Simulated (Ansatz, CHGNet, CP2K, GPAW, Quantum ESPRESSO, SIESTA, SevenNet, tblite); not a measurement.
## Codes compared on liquid Cu37Al22Si42 (at. %) at 1600 K (79 atoms)

How near do other programs and methods come to a plane-wave reference for liquid Cu37Al22Si42 (at. %) at 1600 K (79 atoms)? A plane-wave run serves as the reference.

Main program and level: Ansatz 0.2.0; Kohn-Sham DFT, PBE, PAW, plane waves.

In doubt: a PseudoDojo file used here is known to give poor structures and forces (SIESTA), which bears on pressures, cells, forces and phonons.

## Step 1: Starting point

The cell holds 79 atoms: 29 Cu, 17 Al and 33 Si. Cell: a = 11.350 Å, b = 11.350 Å, c = 11.350 Å, α = 90.0°, β = 90.0°, γ = 90.0°. 79 atoms (29 Cu, 17 Al, 33 Si) placed at random at 4.03 g/cm³, melted at 2000 K for 10 ps at fixed volume with the MEAM Al-Si-Mg-Cu-Fe potential (Jelinek et al., Phys. Rev. B 85, 245102 (2012)). Snapshot at the end of a hold of 10 ps at 1600 K and zero pressure. Then every atom was moved at random, 0.05 Å r.m.s. a Cartesian component.

## Step 2: Plane-wave reference

The PAW files are the set soft_2.

input.yaml reads:

```yaml
crystal:
  lattice:
    - [11.34996, 0.0, 0.0]
    - [0.0, 11.34996, 0.0]
    - [0.0, 0.0, 11.34996]
  atoms:
    - { symbol: Cu, position: [0.62938, 0.51357, 0.55085] }
    - { symbol: Cu, position: [0.87475, 0.7055, 0.70529] }
    - { symbol: Cu, position: [0.8414, 0.53717, 0.4825] }
    - { symbol: Cu, position: [0.61393, 0.01983, 0.76419] }
    [... 69 atom lines left out ...]
    - { symbol: Si, position: [0.0868, 0.43122, 0.72555] }
    - { symbol: Si, position: [0.5422, 0.99079, 0.55611] }
    - { symbol: Si, position: [0.49888, 0.5615, 0.29159] }
    - { symbol: Si, position: [0.96763, 0.17928, 0.05485] }
    - { symbol: Si, position: [0.5299, 0.75262, 0.89577] }
    - { symbol: Si, position: [0.36386, 0.13113, 0.54403] }
kpoints:
  mp_grid: { grid: [1, 1, 1] }
hamiltonian:
  xc: pbe
scf:
  occupations: { method: fermi_dirac, width: 0.05 }
output:
  forces: true
  eigenvalues: true
  populations: true
  stress: true
```

Launch:

```sh
ansatz run input.yaml --threads 8 --pin off --max-ram 15872MiB --backend cpu --events-out ev --progress --plain --runs-dir out
```

The program printed:

```text
[...]
Pseudopotentials: kind: paw
Pseudopotential: Cu, paw, valence charge 19, recommended cutoff 420 eV (normal), Cu.paw.azcp
Pseudopotential: Al, paw, valence charge 3, recommended cutoff 420 eV (normal), Al.paw.azcp
Pseudopotential: Si, paw, valence charge 4, recommended cutoff 420 eV (normal), Si.paw.azcp
[... 5 lines on functional and potentials left out ...]
Crystal: 79 atoms, lattice volume = 1462.120 Å³
Basis set: ecut = 420 eV, 28425 PW (Γ), exchange–correlation on 160×160×160 points (8 copies of the dense FFT grid, shifted against one another)
Bands: 446, of which v1, the nominal top of the filled ones, is band 367 counted from 1 (366 counted from 0)
Symmetry: 1 space group operations
Space group: P1 (ITA 1), of the structure as read, at distance tolerance 1.1e-4 Å
k-points: 1
[... 7 lines on functional and potentials left out ...]
Initial density: superposition of atomic densities (neutral atoms: chi_scale 0, normalization atom), corrected by the library's trained network
Initial wavefunctions: pseudopotential atomic-orbital guess
[...]
SCF iter   1: F=—  HF=-222210.177978 eV  |F-HF|=—  |Δ(HF+E_count)|=         —  Δρ=5.27e-3  dr2=1.39e0  ethr=1.77e-3  ⟨swp⟩=6.0  Hψ=1683  notcnv=0  defer=39
preconditioner: auto → Kerker (q_TF=auto, 2.432 Å⁻¹)  [metal: Δε(μ)=0.028 eV  Ē_g=5.974 eV  σ=0.050 eV  W_gap=0.14  n_scr=364 (ndim 8)  ℏωp=21.8 eV  f_vac=0.008  D(μ)=35.99/eV (n_scr^D=250)]
[...]
SCF iter  13: F=—  HF=-222209.945161 eV  |F-HF|=—  |Δ(HF+E_count)|=   2.76e-9  Δρ=3.57e-6  dr2=1.96e-7  ethr=9.43e-11  ⟨swp⟩=2.0  Hψ=773  notcnv=0  defer=41
SCF iter  14: F=-222209.945161 eV  HF=-222209.945161 eV  |F-HF|=2.29e-8  |Δ(HF+E_count)|=   1.07e-8  Δρ=1.24e-6  dr2=4.19e-8  ethr=1.36e-11  ⟨swp⟩=12.0  Hψ=2051  notcnv=0
SCF 1 converged in 14 iterations: F = -222209.945161 eV  dr2 = 4.19e-8
[...]
SCF converged after 14 iterations
Free energy (F): -222209.945161 eV
Harris-Foulkes:  -222209.945161 eV  (|F-HF|=2.29e-8)
Internal energy: -222209.631085 eV  (E = F + TS)
E sigma→0 (E₀):  -222209.788123 eV
Entropy (-TS):   -0.314076 eV (-3.976 meV/atom)
Fermi energy:    8.081707 eV
--- Per-component energies (eV) ---
[...]
Σ components = -222209.945161   (vs F -222209.945161, Δ=0.00e0)
--- Forces (eV/Å), atoms counted from 1 ---
  atom   1  Cu    -0.55222594     0.29656442     0.99867352
  atom   2  Cu     0.82125384     0.59465665    -0.09385536
  atom   3  Cu    -0.21164140     0.04888406    -0.03901060
  atom   4  Cu     0.18814165     0.25250812    -0.55863981
[...]
atom  79  Si     0.03742356     0.12542935    -0.32870570
  max |Σ_I F_I| component: 3.27e-5 eV/Å
--- Stress (GPa, compression-positive) ---
       -5.714357      -0.066711      -0.381768
       -0.066711      -6.460723       0.147327
       -0.381768       0.147327      -3.487580
  P = ⅓ Tr σ = -5.2209 GPa (-52.209 kbar)
--- Band table (eV) ---
  k-point 0: bands = ["-106.3152", "-105.5586", "-105.4451", "-105.3487", [... 430 levels ...], "11.6778", "11.7201", "11.7982", "11.8680", "11.9372", "11.9805", "12.0337", "12.1212", "12.1614", "12.2513", "12.2633", "12.3065"]
--- Löwdin populations: 79 sites ---
  site symbol       q [e]
     0     Cu     18.5576
     1     Cu     18.4124
     2     Cu     18.5118
[...]
78     Si      4.1662
  spilling = 0.007420 (of n_electrons = 734.000000)
```

Elapsed: 15 s, on 8 threads of Arm Neoverse V2, shared host; peak memory 2.1 GiB; 1.9 min of CPU time.

Reading the cycles: dr2 is the Hartree energy of the density residual (eV), the measure of convergence; HF is the Harris–Foulkes estimate of the energy, which meets the free energy F at convergence.

The run gave:

| Quantity | Value |
| --- | --- |
| free energy | -222209.9452 eV |
| free energy per atom | -2812.7841 eV/atom |
| SCF cycles | 14 |
| pressure | -5.221 GPa |
| r.m.s. force component | 0.7722 eV/Å |
| longest force | 4.95 eV/Å |
| Fermi energy | 8.082 eV |
| levels partly filled by over 2 per cent | 7 |
| spilling of the projection | 0.00742 |

Length of the force by element and coordination:

| element | coordination | atoms | mean length of the force (eV/Å) | spread | least | most |
| --- | --- | --- | --- | --- | --- | --- |
| Al | all | 17 | 0.803 | 0.538 | 0.233 | 2.35 |
| Cu | all | 29 | 1.08 | 0.734 | 0.167 | 3.22 |
| Si | all | 33 | 1.22 | 0.900 | 0.337 | 4.95 |

Löwdin charges by element and coordination (they lack the spilled electrons, 0.069 e an atom on average):

| element | coordination | atoms | mean charge (e) | spread | least | most |
| --- | --- | --- | --- | --- | --- | --- |
| Al | all | 17 | -0.149 | 0.125 | -0.394 | 0.0317 |
| Cu | all | 29 | 0.551 | 0.0699 | 0.398 | 0.725 |
| Si | all | 33 | -0.242 | 0.0861 | -0.434 | -0.0685 |

The levels nearest the highest filled one (over half full), pooled over k-points and spins:

| level less the highest filled one (eV) | occupation |
| --- | --- |
| -0.279 | 1.99 |
| -0.234 | 1.99 |
| -0.200 | 1.97 |
| -0.118 | 1.86 |
| -0.0706 | 1.68 |
| 0 | 1.12 |
| 0.0333 | 0.793 |
| 0.0866 | 0.369 |
| 0.140 | 0.145 |
| 0.202 | 0.044 |
| 0.258 | 0.015 |
| 0.268 | 0.012 |

The run ends at a pressure of -5.22 GPa, with forces up to 5.0 eV/Å.

## Step 3: Structure statistics

Density 3.67 g/cm³, 18.51 Å³ an atom.

Pair distribution functions g(r), in bins of 0.2 Å:

| r (Å) | total | Si-Si | Si-Cu | Si-Al | Cu-Cu | Cu-Al | Al-Al |
| --- | --- | --- | --- | --- | --- | --- | --- |
| 1.90 | 0.05 | 0.00 | 0.16 | 0.00 | 0.00 | 0.00 | 0.00 |
| 2.10 | 0.24 | 0.00 | 0.54 | 0.00 | 0.58 | 0.00 | 0.00 |
| 2.30 | 1.03 | 0.00 | 2.25 | 0.75 | 1.02 | 0.45 | 0.00 |
| 2.50 | 1.59 | 0.85 | 2.62 | 0.96 | 0.88 | 2.25 | 0.00 |
| 2.70 | 1.94 | 2.63 | 2.04 | 1.14 | 0.94 | 2.88 | 1.60 |
| 2.90 | 1.66 | 1.79 | 1.39 | 1.76 | 0.82 | 1.81 | 4.29 |
| 3.10 | 1.14 | 1.80 | 1.02 | 0.88 | 0.43 | 0.87 | 3.35 |
| 3.30 | 0.83 | 1.28 | 0.77 | 0.56 | 0.86 | 0.65 | 1.14 |
| 3.50 | 0.78 | 1.14 | 0.69 | 0.59 | 1.01 | 0.39 | 1.28 |
| 3.70 | 0.75 | 1.26 | 0.61 | 0.61 | 0.62 | 0.68 | 0.85 |
| 3.90 | 1.02 | 0.91 | 1.25 | 0.47 | 1.54 | 0.77 | 1.32 |
| 4.10 | 0.85 | 0.95 | 0.76 | 0.75 | 0.90 | 0.84 | 1.44 |
| 4.30 | 0.87 | 0.47 | 0.96 | 1.01 | 0.98 | 1.02 | 0.45 |
| 4.50 | 1.01 | 0.89 | 1.20 | 0.72 | 0.75 | 1.28 | 1.21 |
| 4.70 | 1.03 | 0.87 | 0.88 | 0.98 | 1.69 | 1.06 | 0.72 |
| 4.90 | 1.08 | 1.21 | 1.08 | 1.08 | 1.38 | 0.74 | 0.83 |
| 5.10 | 1.15 | 1.03 | 0.93 | 1.48 | 1.18 | 1.22 | 1.39 |
| 5.30 | 0.90 | 1.06 | 0.80 | 0.96 | 0.64 | 1.14 | 0.57 |
| 5.50 | 1.11 | 0.81 | 1.27 | 1.06 | 1.05 | 1.16 | 1.47 |

## Step 4: What was run beside it

The programs:
- CHGNet: machine-learned potential, published weights.
- CP2K 2026.2: Gaussian basis with GTH pseudopotentials and a plane-wave density; labels give functional, basis (MOLOPT sets; SR short-range, UZH the newer set with its own potentials), grid cutoff/relative cutoff and solver (OT: orbital transformation; TRS4, TC2, SIGN: linear-scaling purification with its sparsity filter), or its built-in tight binding.
- GPAW 26.7.0: PAW with atomic orbitals (LCAO), plane waves or a real-space grid of spacing h.
- Quantum ESPRESSO 7.5: plane waves; labels (QE) give functional, pseudopotential set and cutoffs of waves/density.
- SIESTA 5.4.2: numerical atomic orbitals, whose automatically made sets are far from complete, with PseudoDojo norm-conserving potentials that we converted to its format (checked against plane waves on the same files for H, C, O, Si, Ge and Ca alone); labels give functional, basis size, energy shift and mesh cutoff.
- SevenNet: machine-learned potential, published weights.
- tblite 0.8.0: extended tight binding, driven from Python.

All use the same cell and atoms; the electronic-structure runs use the same k-mesh, and an electronic temperature of 580 K (0.05 eV) where levels are smeared.

Differences are against the plane-wave reference, forces as r.m.s. over components; share is that over the reference's r.m.s. force, slope the least-squares factor from reference forces to these. Total energies of different programs have different zeros and aren't compared.

| run | Δ force, r.m.s. (meV/Å) | share (%) | slope | Δ pressure (GPa) | cores | CPU time | memory (GiB) |
| --- | --- | --- | --- | --- | --- | --- | --- |
| reference | - | - | - | - | 8 | 1.9 min | 2.1 |
| CHGNet 0.3.0 potential | 256 | 33.1 | 1.036 | -2.05 | 1 | 3.5 s | 0.88 |
| CHGNet r2SCAN potential | 298 | 38.6 | 0.819 | -5.94 | 1 | 3.1 s | 0.88 |
| CP2K PBE, DZVP-MOLOPT-SR, 1120/50 Ry, diagonalisation | 44.5 | 5.77 | 1.029 | 0.636 | 4 | 11 min | 12 |
| CP2K PBE, DZVP-MOLOPT-SR, 280/50 Ry, diagonalisation (coarse) | 442 | 57.2 | 1.038 | 1.30 | 2 | 6.5 min | 1.7 |
| CP2K PBE, DZVP-MOLOPT-SR, 800/20 Ry, diagonalisation (coarse) | 312 | 40.4 | 1.032 | 1.41 | 4 | 6.7 min | 8.0 |
| CP2K PBE, DZVP-MOLOPT-SR, 800/50 Ry, diagonalisation | 45.5 | 5.89 | 1.029 | 0.639 | 4 | 9.5 min | 7.9 |
| CP2K PBE, SZV-MOLOPT-SR, 800/50 Ry, diagonalisation (coarse) | 369 | 47.8 | 1.255 | 8.48 | 2 | 5.3 min | 5.5 |
| GPAW PBE, LCAO dzp, h 0.2 Å | 82.5 | 10.7 | 1.075 | - | 1 | 5.1 min | 1.7 |
| GPAW PBE, LCAO dzp, h 0.2 Å, other mixer settings | 81.9 | 10.6 | 1.074 | - | 1 | 7.5 min | 1.6 |
| GPAW PBE, LCAO dzp, h 0.28 Å (coarse) | 83.6 | 10.8 | 1.075 | - | 1 | 2.4 min | 0.75 |
| GPAW revPBE, LCAO dzp, h 0.2 Å | 112 | 14.6 | 1.104 | - | 1 | 5.2 min | 1.7 |
| QE PBE, sssp-1.3.0-efficiency, 60/480 Ry | 6.83 | 0.884 | 1.008 | -0.0211 | 4 | 22 min | 5.3 |
| SIESTA PBE, DZP, shift 0.01 Ry, mesh 200 Ry | 75.1 | 9.72 | 1.052 | -0.579 | 2 | 4.4 min | 1.2 |
| SIESTA PBE, DZP, shift 0.01 Ry, mesh 500 Ry | 74.8 | 9.69 | 1.052 | -0.610 | 2 | 15 min | 3.1 |
| SIESTA PBE, SZ, shift 0.01 Ry, mesh 500 Ry (coarse) | 470 | 60.9 | 1.212 | 7.48 | 1 | 3.7 min | 1.3 |
| SIESTA PBE, SZP, shift 0.01 Ry, mesh 500 Ry (coarse) | 199 | 25.8 | 1.090 | 0.838 | 2 | 12 min | 2.7 |
| SIESTA PBE, TZP, shift 0.01 Ry, mesh 500 Ry | 63.8 | 8.26 | 1.044 | -0.767 | 4 | 21 min | 4.0 |
| SevenNet l3i5 potential | 224 | 29.1 | 1.019 | -1.57 | 1 | 8.4 s | 1.2 |
| tblite IPEA1-xTB | 537 | 69.6 | 1.330 | 10.5 | 1 | 7.3 s | 0.16 |

Rows marked coarse use a setting chosen to be so.

Times of the machine-learned potentials are mostly Python's start and the loading of weights.

CPU time is summed over cores on a shared host, where runs went side by side, so it is rough. Symmetry, cutoffs, thresholds, outputs and thread counts weren't matched or tuned between programs; memory under MPI is the largest rank's times the ranks.

Runs without a result: tblite GFN2-xTB (not converged); CP2K GFN1-xTB, diagonalisation (not converged, the SCF not settling).

Mean charges by element (e), by run and scheme:

| run | scheme | Cu | Al | Si |
| --- | --- | --- | --- | --- |
| reference | Löwdin | +0.55 | -0.15 | -0.24 |
| CP2K PBE, DZVP-MOLOPT-SR, 1120/50 Ry, diagonalisation | Mulliken | -0.36 | +0.53 | +0.04 |
| CP2K PBE, DZVP-MOLOPT-SR, 800/50 Ry, diagonalisation | Mulliken | -0.36 | +0.53 | +0.04 |
| SIESTA PBE, DZP, shift 0.01 Ry, mesh 200 Ry | Hirshfeld | +0.35 | -0.16 | -0.23 |
| SIESTA PBE, DZP, shift 0.01 Ry, mesh 500 Ry | Hirshfeld | +0.35 | -0.16 | -0.23 |
| SIESTA PBE, TZP, shift 0.01 Ry, mesh 500 Ry | Hirshfeld | +0.34 | -0.15 | -0.22 |
| tblite IPEA1-xTB | Mulliken | -0.16 | +0.25 | +0.02 |

The reference's Löwdin charges lack the electrons that the projection spills, 0.069 e an atom on average.

Within one program, basis, potentials and functional, energies share a zero. Each run against its twin at the usual cutoff or grid and solver:

| run | twin | Δ energy (meV/atom) | Δ force, r.m.s. (meV/Å) | CPU time over the twin's |
| --- | --- | --- | --- | --- |
| CP2K PBE, DZVP-MOLOPT-SR, 1120/50 Ry, diagonalisation | DZVP-MOLOPT-SR, 800/50 Ry, diagonalisation | 0.0376 | 7.79 | 1.2 |
| CP2K PBE, DZVP-MOLOPT-SR, 280/50 Ry, diagonalisation | DZVP-MOLOPT-SR, 800/50 Ry, diagonalisation | -12.0 | 439 | 0.68 (this twin ran on 4 cores) |
| CP2K PBE, DZVP-MOLOPT-SR, 800/20 Ry, diagonalisation | DZVP-MOLOPT-SR, 800/50 Ry, diagonalisation | -14.5 | 310 | 0.71 |
| GPAW PBE, LCAO dzp, h 0.2 Å, other mixer settings | LCAO dzp, h 0.2 Å | 2.0e-4 | 2.19 | 1.5 |
| GPAW PBE, LCAO dzp, h 0.28 Å | LCAO dzp, h 0.2 Å | 24.1 | 20.1 | 0.47 |
| SIESTA PBE, DZP, shift 0.01 Ry, mesh 200 Ry | DZP, shift 0.01 Ry, mesh 500 Ry | -1.81 | 6.56 | 0.30 |

## Step 5: Outcome

| Property | Result |
| --- | --- |
| reference r.m.s. force component | 0.772 eV/Å |
| nearest in forces | QE PBE, sssp-1.3.0-efficiency, 60/480 Ry, 0.88 % |
| farthest in forces | tblite IPEA1-xTB, 70 % |
| cheapest electronic-structure run beside the reference | tblite IPEA1-xTB, 7.3 s of CPU time |

What this shows: PBE on plane waves or a grid with other potentials, cutoffs or grids, coarse settings apart, differs from the reference by 0.88 % (QE PBE, sssp-1.3.0-efficiency, 60/480 Ry) of the r.m.s. force; this holds the reference's own error, so differences of a few per cent don't tell which side is nearer the exact PBE result (QE's 60 Ry are 816 eV, against the reference's 420 eV). The PBE runs in local orbitals, coarse settings apart, differ by 5.8 % (CP2K PBE, DZVP-MOLOPT-SR, 1120/50 Ry, diagonalisation) to 11 % (GPAW PBE, LCAO dzp, h 0.2 Å); basis, grid and potentials can all enter. Tight binding differs by 70 % (tblite IPEA1-xTB); it is another model, with fitted parameters of its own, and the xTB methods hold dispersion. Machine-learned potentials differ by 29 % (SevenNet l3i5 potential) to 39 % (CHGNet r2SCAN potential); they were trained on other programs' data, some at another functional. Rows with another functional or a dispersion term differ by 15 % (GPAW revPBE, LCAO dzp, h 0.2 Å), which mixes the change of model with differences of basis and potentials. IPEA1-xTB was fitted to ionisation energies and electron affinities, not to forces or charges. Runs with settings chosen to be coarse differ by 11 % (GPAW PBE, LCAO dzp, h 0.28 Å) to 61 % (SIESTA PBE, SZ, shift 0.01 Ry, mesh 500 Ry), their programs' other errors included. One electronic-structure run takes under half the reference's CPU time: tblite IPEA1-xTB, at 70 % in 7.3 s against 1.9 min, too far off to be of use; its pressure misses by +10.5 GPa. In pressure, CP2K PBE, SZV-MOLOPT-SR, 800/50 Ry, diagonalisation misses by +8.5 GPa, at the same functional. Charges hang on model, scheme and program or settings: among these rows the mean for Cu runs from -0.36 to +0.55 e, even in sign. In the reference: 7 levels are partly filled, by over 2 % (at Γ alone): at this level the cell shows no clear gap. In the reference: mean Löwdin charges: Al -0.15, Cu +0.55, Si -0.24 e (they miss 0.74 % of the electrons, so they add up to more than the cell's charge). Periodic xTB results under one method name differ between programs and library versions. The potentials hold different valence shells: 734 electrons in the reference, 502 in GPAW, 502 in CP2K with SZV-MOLOPT-SR and 502 in Quantum ESPRESSO with SSSP; this bears on time and differences. A potential file of the SIESTA runs is in doubt, which bears on their forces and pressure. The frame stands for 1600 K, but pressures are static and levels are smeared at 580 K, under the temperature of the frame, which matters where levels are partly filled. Machine-learned potentials mimic data converged in k, so the reference's own k-point error enters their differences. The network of bonds at the start is that of the classical potential that made the cell, and needn't be the one that DFT or experiment would give. The electronic-structure runs sample only Γ, in a cell whose shortest periodic width is 11 Å, which is coarse for a cell with partly filled levels.

[Long decimals in the printed logs are rounded to 6 places.]

[Also dropped from logs without a mark: lines with file paths, logging warnings of Python, QE's lines on negative density and diagonalisation, SIESTA's first energy breakdown, zero terms and Voronoi charges.]

[Logs are printed without paths, hosts, clocks, repeated set-up lines and the standing remarks that a program may print on its own settings, such as how far it seeks lower states.]

[Hosts, paths, dates, database ids (printed as entryN), source tags and the programs' standing remarks are cut or masked in the printed files.]

[Not all failed runs are listed: runs killed by the host, ended in a Python traceback or in CONQUEST's support-function errors, and SIESTA runs with faulty potentials for Cu, Fe, Ni or Zn are left out.]
